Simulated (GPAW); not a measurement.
# Optical response of NaI

Aim: the dielectric function of NaI, and the optical constants that follow from it.

Calculated with GPAW 26.7.0; DFT, LDA, plane-wave PAW (GPAW data sets), scalar-relativistic, RPA, optical limit.

### Step 1. The starting structure

The structure is cubic, space group Fm-3m (No. 225). The conventional cell has a = 6.473 Å, b = 6.473 Å, c = 6.473 Å, α = 90.00°, β = 90.00°, γ = 90.00°. I has 6 Na at 3.24 Å nearest. Na has 6 I at 3.24 Å nearest. Farther neighbours and most contacts between anions are not listed.

Structure file:

```cif
data_structure
_symmetry_space_group_name_H-M 'Fm-3m'
_symmetry_Int_Tables_number 225
_cell_length_a 6.4728
_cell_length_b 6.4728
_cell_length_c 6.4728
_cell_angle_alpha 90.000
_cell_angle_beta 90.000
_cell_angle_gamma 90.000
_cell_volume 271.19
loop_
_atom_site_label
_atom_site_type_symbol
_atom_site_symmetry_multiplicity
_atom_site_Wyckoff_symbol
_atom_site_fract_x
_atom_site_fract_y
_atom_site_fract_z
_atom_site_occupancy
I1 I 4 b 0.50000 0.00000 0.00000 1
Na1 Na 4 a 0.00000 0.00000 0.00000 1
```

### Step 2. Ground state

First the ground state: is it a metal or has it a gap?

This step: DFT, LDA, plane-wave PAW (GPAW data sets), scalar-relativistic, ground state (GPAW 26.7.0).

gs.py

```python
from ase import Atoms
from ase.dft.bandgap import bandgap
from gpaw import GPAW, PW, FermiDirac

atoms = Atoms(['I', 'Na'],
              cell=[[0.000000000000, 3.236400000000, 3.236400000000],
                    [3.236400000000, 0.000000000000, 3.236400000000],
                    [3.236400000000, 3.236400000000, 0.000000000000]],
              scaled_positions=[[0.500000000000, 0.500000000000, 0.500000000000],
                                [0.000000000000, 0.000000000000, 0.000000000000]],
              pbc=[True, True, True])
atoms.calc = GPAW(mode=PW(450), xc='LDA', kpts={'size': (6, 6, 6), 'gamma': True},
                  occupations=FermiDirac(0.05), maxiter=150, txt='gs.txt')
print('energy (eV)', atoms.get_potential_energy())
print('Fermi level (eV)', atoms.calc.get_fermi_level())
print('valence electrons', atoms.calc.get_number_of_electrons())
print('gap (eV)', bandgap(atoms.calc, output=None)[0])
print('direct gap (eV)', bandgap(atoms.calc, direct=True, output=None)[0])
atoms.calc.write('gs.gpw')
```

On the command line:

```
> OMP_NUM_THREADS=1 python gs.py
```

Numbers of over 12 decimals in the logs are rounded to 6 here.

The program printed:

```text
__  _  _
 | _ |_)|_||  |
 |__||  | ||/\| - 26.7.0

Versions:
  Python: 3.12.14
  ASE:    3.29.0
  Numpy:  2.5.5
  Scipy:  1.18.1
  Libxc:  7.0.0

Input parameters:
  mode=PW(ecut=450.000000),
  kpts=MonkhorstPack(size=(6, 6, 6), gamma=True),
  maxiter=150,
  occupations=Occupations(name='fermi-dirac', width=0.05, fixmagmom=False),
  xc=XC(name='LDA')

Diagonalizing LCAO Hamiltonian
Converting LCAO to pw mode

                 I

       Na

Atoms  # Å, Bohr magnetons
|   | symbol |        x |        y |        z |    initial magnetic moments |
| 0 |      I | 3.236400 | 3.236400 | 3.236400 | ( 0.0000,  0.0000,  0.0000) |
| 1 |     Na | 0.000000 | 0.000000 | 0.000000 | ( 0.0000,  0.0000,  0.0000) |

Unit cell  # Å
| periodic |        x |        y |        z |  lengths |    angles |
|      yes | 0.000000 | 3.236400 | 3.236400 | 4.576961 | 60.000000 |
|      yes | 3.236400 | 0.000000 | 3.236400 | 4.576961 | 60.000000 |
|      yes | 3.236400 | 3.236400 | 0.000000 | 4.576961 | 60.000000 |

Number of symmetries: 48
Symmetry operations  # r_c * U_cc + t_c -> r_c
|    | kind |            matrix            |
|  0 |  σ   |  1, 0, 0,  1, 0,-1,  1,-1, 0 |
|  1 |  C2  |  1, 0, 0,  1,-1, 0,  1, 0,-1 |
|  2 |  E   |  1, 0, 0,  0, 1, 0,  0, 0, 1 |
|  3 |  σ   |  1, 0, 0,  0, 0, 1,  0, 1, 0 |
|  4 |  C4  |  1, 0,-1,  1, 0, 0,  1,-1, 0 |
|  5 |  S6  |  1, 0,-1,  1,-1, 0,  1, 0, 0 |
|  6 |  σ   |  1, 0,-1,  0, 1,-1,  0, 0,-1 |
|  7 |  C3  |  1, 0,-1,  0, 0,-1,  0, 1,-1 |
|  8 |  S6  |  1,-1, 0,  1, 0, 0,  1, 0,-1 |
|  9 |  C4  |  1,-1, 0,  1, 0,-1,  1, 0, 0 |
| 10 |  C3  |  1,-1, 0,  0,-1, 1,  0,-1, 0 |
| 11 |  σ   |  1,-1, 0,  0,-1, 0,  0,-1, 1 |
| 12 |  σ   |  0, 1, 0,  1, 0, 0,  0, 0, 1 |
| 13 |  C4  |  0, 1, 0,  0, 1,-1, -1, 1, 0 |
| 14 |  C3  |  0, 1, 0,  0, 0, 1,  1, 0, 0 |
| 15 |  S6  |  0, 1, 0, -1, 1, 0,  0, 1,-1 |
| 16 |  C2  |  0, 1,-1,  1, 0,-1,  0, 0,-1 |
| 17 |  σ   |  0, 1,-1,  0, 1, 0, -1, 1, 0 |
| 18 |  S4  |  0, 1,-1,  0, 0,-1,  1, 0,-1 |
| 19 |  C4  |  0, 1,-1, -1, 1, 0,  0, 1, 0 |
| 20 |  C3  |  0, 0, 1,  1, 0, 0,  0, 1, 0 |
| 21 |  σ   |  0, 0, 1,  0, 1, 0,  1, 0, 0 |
| 22 |  S6  |  0, 0, 1,  0,-1, 1, -1, 0, 1 |
| 23 |  C4  |  0, 0, 1, -1, 0, 1,  0,-1, 1 |
| 24 |  S4  |  0, 0,-1,  1, 0,-1,  0, 1,-1 |
| 25 |  C3  |  0, 0,-1,  0, 1,-1,  1, 0,-1 |
| 26 |  C2  |  0, 0,-1,  0,-1, 0, -1, 0, 0 |
| 27 |  S6  |  0, 0,-1, -1, 0, 0,  0,-1, 0 |
| 28 |  S4  |  0,-1, 1,  1,-1, 0,  0,-1, 0 |
| 29 |  C4  |  0,-1, 1,  0, 0, 1, -1, 0, 1 |
| 30 |  C2  |  0,-1, 1,  0,-1, 0,  1,-1, 0 |
| 31 |  σ   |  0,-1, 1, -1, 0, 1,  0, 0, 1 |
| 32 |  C3  |  0,-1, 0,  1,-1, 0,  0,-1, 1 |
| 33 |  S6  |  0,-1, 0,  0, 0,-1, -1, 0, 0 |
| 34 |  S4  |  0,-1, 0,  0,-1, 1,  1,-1, 0 |
| 35 |  C2  |  0,-1, 0, -1, 0, 0,  0, 0,-1 |
| 36 |  C2  | -1, 1, 0,  0, 1, 0,  0, 1,-1 |
| 37 |  S6  | -1, 1, 0,  0, 1,-1,  0, 1, 0 |
| 38 |  S4  | -1, 1, 0, -1, 0, 1, -1, 0, 0 |
| 39 |  C3  | -1, 1, 0, -1, 0, 0, -1, 0, 1 |
| 40 |  S6  | -1, 0, 1,  0, 0, 1,  0,-1, 1 |
| 41 |  C2  | -1, 0, 1,  0,-1, 1,  0, 0, 1 |
| 42 |  C3  | -1, 0, 1, -1, 1, 0, -1, 0, 0 |
| 43 |  S4  | -1, 0, 1, -1, 0, 0, -1, 1, 0 |
| 44 |  C2  | -1, 0, 0,  0, 0,-1,  0,-1, 0 |
| 45 |  i   | -1, 0, 0,  0,-1, 0,  0, 0,-1 |
| 46 |  σ   | -1, 0, 0, -1, 1, 0, -1, 0, 1 |
| 47 |  C2  | -1, 0, 0, -1, 0, 1, -1, 1, 0 |

BZ-sampling:
  Number of BZ points: 216
  Number of IBZ points: 16

  Monkhorst-Pack size: [6, 6, 6]
  Monkhorst-Pack shift: [0.083333, 0.083333, 0.083333]

K-points  # in reciprocal-cell coordinates
|     |                                coordinates |     weight |
|   0 | (  0.00000000,   0.00000000,   0.00000000) | 0.00462963 |
|   1 | (  0.16666667,   0.16666667,   0.00000000) | 0.02777778 |
|   2 | (  0.16666667,   0.16666667,   0.16666667) | 0.03703704 |
|   3 | (  0.33333333,   0.16666667,   0.16666667) | 0.05555556 |
|   4 | (  0.33333333,   0.33333333,  -0.33333333) | 0.05555556 |
|   5 | (  0.33333333,   0.33333333,   0.00000000) | 0.02777778 |
|   6 | (  0.33333333,   0.33333333,   0.16666667) | 0.11111111 |
|   7 | (  0.33333333,   0.33333333,   0.33333333) | 0.03703704 |
|   8 | (  0.50000000,   0.33333333,  -0.33333333) | 0.11111111 |
|   9 | (  0.50000000,   0.33333333,  -0.16666667) | 0.05555556 |
| ... |                                            |            |
|  15 | (  0.50000000,   0.50000000,   0.50000000) | 0.01851852 |

Plane wave coefficients: 1484
Cutoff: 450.000000 eV

Spin-components: 1 (collinear spins)
Bands:           11
Projectors:      10
Spin-degeneracy: 2
Datatype:        complex128

Parallelization:
  kpt:    1
  domain: 1
  band:   1

Density:
  Valence electrons: 14.0
  Components: 1
  Grid points: [24 24 24]
  Charge: 0.0  # |e|

Potential:
  Grid points: [24 24 24]

species:
  I:
    name:    Iodine
    id:
    Z:       53.0
    valence: 7
    core:    46
    charge:  0.0  # [|e|]
    compensation charges:
      type: gauss
      rc: 0.37  # [Å]
      lmax: 2
    cutoffs:
      filter: 2.06  # [Å]
      core: 2.90  # [Å]
    projectors
    | kind |    occ | energy [eV] | rcut [Å] |
    |   5s |  2.000 |     -17.626 |    1.164 |
    |   5p |  5.000 |      -7.241 |    1.164 |
    |    s |        |       9.585 |    1.164 |
    |    p |        |      19.970 |    1.164 |
    |    d |        |       0.000 |    1.164 |

    Using partial waves for I as LCAO basis

  Na:
    name:    Sodium
    id:
    Z:       11.0
    valence: 7
    core:    4
    charge:  0.0  # [|e|]
    compensation charges:
      type: gauss
      rc: 0.37  # [Å]
      lmax: 2
    cutoffs:
      filter: 2.17  # [Å]
      core: 2.59  # [Å]
    projectors
    | kind |    occ | energy [eV] | rcut [Å] |
    |   3s |  1.000 |      -2.819 |    1.201 |
    |   2p |  6.000 |     -28.826 |    1.217 |
    |   3p |  0.000 |      -0.774 |    1.217 |
    |    s |        |      24.392 |    1.201 |
    |    d |        |       0.000 |    1.238 |

    Using partial waves for Na as LCAO basis

Reference energy: -197782.193773  # eV

eigensolver:
  PPCG
  Converge bands: occupied
  niter=2

density mixing:
  MSR1-Mixer
  Pratt-step length: 0.05
  Maximum mixing coefficient: 0.75
  Old densities: 10
  SVD Regularization: 0.005
  Good broyden scale: 1.0
  Trust region scale: 1.0
  Backstep threshold: 4.0
  History deletion threshold: 6.0
  Fourier metric: weight=20.0, sigma=0.015

occupation numbers:
  Fermi-Dirac:
    width: 0.0500  # eV

poisson solver:
  ecut: 3600.000000  # eV

xc functional:
  name: None

convergence criteria:
- Maximum [total energy] change in last 3 cyles: 0.0005 eV / valence electron
- Maximum integral of absolute [dens]ity change: 0.0001 electrons / valence electron
- Maximum integral of absolute [eigenst]ate change: 4e-08 eV^2 / valence electron
maximum number of iterations: 150

SCF iterations
|iter     |      energy | eigst |  dens |
|iter:   1||   -6.022177 | -0.87 |       |
|iter:   2||   -6.018045 | -3.14 | -1.44 |
|iter:   3||   -5.993975 | -2.98 | -1.47 |
|iter:   4||   -5.994020 | -4.16 | -2.09 |
|iter:   5||   -5.994047c| -5.31 | -2.78 |
|iter:   6||   -5.994049c| -6.52 | -3.44 |
|iter:   7||   -5.994049c| -7.77c| -4.34c|

Converged in 7 steps
SCF loop duration: 3.977 s (0.568 s/step)
Energy contributions relative to reference atoms: (reference = -197782.193773)

Energy contributions:
  Kinetic:           7.199421
  Coulomb:          -7.473285
  Zero:             -0.048317
  External:          0.000000
  Xc:               -5.671868
  Entropy:          -0.000000
  Spinorbit:         0.000000
  ----------------------------
  Free energy:      -5.994049
  Extrapolated:     -5.994049

dipole moment: (-6.095235, -6.095235, -6.095235)  # |e|*Ang

Fermi level: 2.010
Eigenvalues  # (at kpt = [0.000, 0.000, 0.000])
| band index |      eig [eV] | occ [0-2] |
|          0 |       -21.962 |     2.000 |
|          1 |       -21.962 |     2.000 |
|          2 |       -21.962 |     2.000 |
|          3 |       -10.653 |     2.000 |
|          4 |         0.450 |     2.000 |
|          5 |         0.450 |     2.000 |
|          6 |         0.450 |     2.000 |
|          7 |         3.795 |     0.000 |
|          8 |        11.857 |     0.000 |
|          9 |        11.857 |     0.000 |
|         10 |        11.857 |     0.000 |

Gap: 3.345 eV
Transition (v -> c):
  (s=0, k=0, n=6, [0.00, 0.00, 0.00]) -> (s=0, k=0, n=7, [0.00, 0.00, 0.00])
No difference between direct/indirect transitions

--- standard output ---
energy (eV) -5.994049
Fermi level (eV) 2.009556
valence electrons 14.0
gap (eV) 3.344700
direct gap (eV) 3.344700
```

The job ended after 5.5 s (1 thread of Arm Neoverse V1, shared host; peak memory 0.13 GiB).

Read-outs, printed or worked out from the files:

```
energy                 : -5.994 eV
Fermi energy           : 2.010 eV
gap on the k-mesh      : 3.345 eV
direct gap on the mesh : 3.345 eV
electrons              : 14
```

There is a gap, 3.34 eV on this mesh (points off the mesh can give less), so no carriers' term is needed.

### Step 3. Bands for the response

The response needs many more empty bands than the density does.

This step: DFT, LDA, plane-wave PAW (GPAW data sets), scalar-relativistic, bands at fixed density (GPAW 26.7.0).

nscf.py

```python
from ase.dft.bandgap import bandgap
from gpaw import GPAW, FermiDirac

calc = GPAW('gs.gpw').fixed_density(kpts={'size': (16, 16, 16), 'gamma': True}, nbands=47, convergence={'bands': 41},
                                    occupations=FermiDirac(0.001), txt='nscf.txt')
print('gap (eV)', bandgap(calc, output=None)[0])
print('direct gap (eV)', bandgap(calc, direct=True, output=None)[0])
print('top band over the Fermi level (eV)', min(calc.get_eigenvalues(kpt=k)[40] for k in range(len(calc.get_ibz_k_points()))) - calc.get_fermi_level())
calc.write('full.gpw', mode='all')
```

On the command line:

```
> OMP_NUM_THREADS=1 python nscf.py
```

The program printed:

```text
Diagonalizing LCAO Hamiltonian
Converting LCAO to pw mode
convergence criteria:
- Maximum integral of absolute [eigenst]ate change: 4e-08 eV^2 / valence electron
maximum number of iterations: 150

SCF iterations
|iter     |      energy | eigst |  dens |
|iter:   1||             | +3.76 |       |
|iter:   2||             | +2.38 |       |
|iter:   3||             | +1.38 |       |
|iter:   4||             | +0.22 |       |
|iter:   5||             | -0.84 |       |
|iter:   6||             | -1.78 |       |
|iter:   7||             | -2.68 |       |
|iter:   8||             | -3.55 |       |
|iter:   9||             | -4.43 |       |
|iter:  10||             | -5.27 |       |
|iter:  11||             | -6.05 |       |
|iter:  12||             | -6.74 |       |
|iter:  13||             | -7.33 |       |
|iter:  14||             | -7.82c|       |
SCF steps: 14
  __  _  _
 | _ |_)|_||  |
 |__||  | ||/\| - 26.7.0

Versions:
  Python: 3.12.14
  ASE:    3.29.0
  Numpy:  2.5.5
  Scipy:  1.18.1
  Libxc:  7.0.0

Input parameters:
  mode=PW(ecut=450.000000),
  convergence={'bands': 41},
  gpts=array([24, 24, 24]),
  kpts=MonkhorstPack(size=(16, 16, 16), gamma=True),
  maxiter=150,
  nbands=47,
  occupations=Occupations(name='fermi-dirac', width=0.001, fixmagmom=False),
  parallel={},
  xc=XC(name='LDA')

--- standard output ---
gap (eV) 3.344700
direct gap (eV) 3.344700
top band over the Fermi level (eV) 30.764928
```

Wall time 4.4 min (1 thread); peak memory 0.34 GiB.

[end of part 1 of 2]

[Machine, clock and banner lines and Python warnings are left out of the logs.]

[Logs are printed without paths, hosts, clocks, repeated set-up lines and the standing remarks that a program may print on its own settings, such as how far it seeks lower states.]

[Hosts, paths, dates, database ids (printed as entryN), source tags and the programs' standing remarks are cut or masked in the printed files.]
